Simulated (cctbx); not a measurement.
**Which space group?**

Cell: a = 12.1950 Å, b = 7.6640 Å, c = 10.2210 Å, α = 90.00°, β = 90.00°, γ = 90.00°. Expected content of the cell: I16 Al4 Li4.

Simulated single-crystal data (cctbx): synchrotron X-rays, λ = 0.6889 Å, to d = 0.84 Å, 70 % of the full sphere, strongest reflection 20000 counts, noise from counting, a 6 % proportional error and a noise floor of 4 counts (s.d.); no absorption.

A first pass over the reflections prints:

```text
4715 reflections to d = 0.840 A
centring   violations  <I/sigma> of those
    A       1772 of  2375      9.4
    B       1783 of  2378      9.4
    C       1819 of  2347      9.5
    I       1745 of  2357      9.2
    R       2454 of  3158      9.5
    F       2687 of  3550      9.4
Laue class    unique    Rint  (classes that these axes allow; Friedel mates merged)
P -1             3069   0.040
P 1 2/m 1        1795   0.047
P 1 1 2/m        1764   0.047
P 2/m 1 1        1748   0.047
P m m m          1012   0.051
space group    extra absences  I>4sigma  <I/sigma>
P 2 2 2                 0          0         -  acentric
P 2 2 21               10          0       0.2  acentric
P 21 2 2               10          0       0.3  acentric
P 2 21 2                8          0      -0.4  acentric
P 21 21 2              18          0       0.0  acentric
P 2 21 21              18          0      -0.0  acentric
P 21 2 21              20          0       0.3  acentric
P 21 21 21             28          0       0.1  acentric
P m m 2                 0          0         -  acentric
P 2 m m                 0          0         -  acentric
P m 2 m                 0          0         -  acentric
P 21 m a              154          0       0.1  acentric
P m 2 a               154          0       0.1  acentric
P n m 21              133          0       0.0  acentric
P n 21 m              133          0       0.0  acentric
P n 21 a              287          0       0.1  acentric
P m m m                 0          0         -  centric
P m m a               154          0       0.1  centric
P n m m :1            133          0       0.0  centric
P n m m :2            133          0       0.0  centric
P n m a               287          0       0.1  centric
Wilson B = 0.79 A^2   <|E^2-1|> = 0.899 (0.968 centric, 0.736 acentric)   E^2>4: 3.2 %
shell (A)         n   <I/sigma>
12.20 - 1.68    152     18.1
 1.68 - 1.33    129     19.4
 1.33 - 1.16    126     20.3
 1.16 - 1.06    124     17.9
 1.06 - 0.98    123     18.5
 0.98 - 0.92    119     17.3
 0.92 - 0.88    126     18.1
 0.88 - 0.84    113     15.7
```

Q: Read the symmetry from these tables.

Every centring test has many violations, so the lattice is primitive.

Rint stays low (0.040 to 0.051) up to P m m m, the highest class in these axes.

21 settings pass the absence test. The most absences obeyed, 287, belong to P n 21 a and P n m a, which absences can't tell apart.

⟨|E²−1|⟩ = 0.899 leans to a centrosymmetric structure. The Wilson B of 0.79 Å² means U ≈ 0.0100 Å².

The true group is Pnma (no. 62), Laue class mmm, centrosymmetric. The tables only narrow the choice to the tied entries; cell content, site symmetry and trial solutions must settle it.

The model was made for the exercise: a known structure type with other elements put in, its volume estimated, not relaxed; displacement parameters are assumed.

[Logs are printed without paths, hosts, clocks, repeated set-up lines and the standing remarks that a program may print on its own settings, such as how far it seeks lower states.]
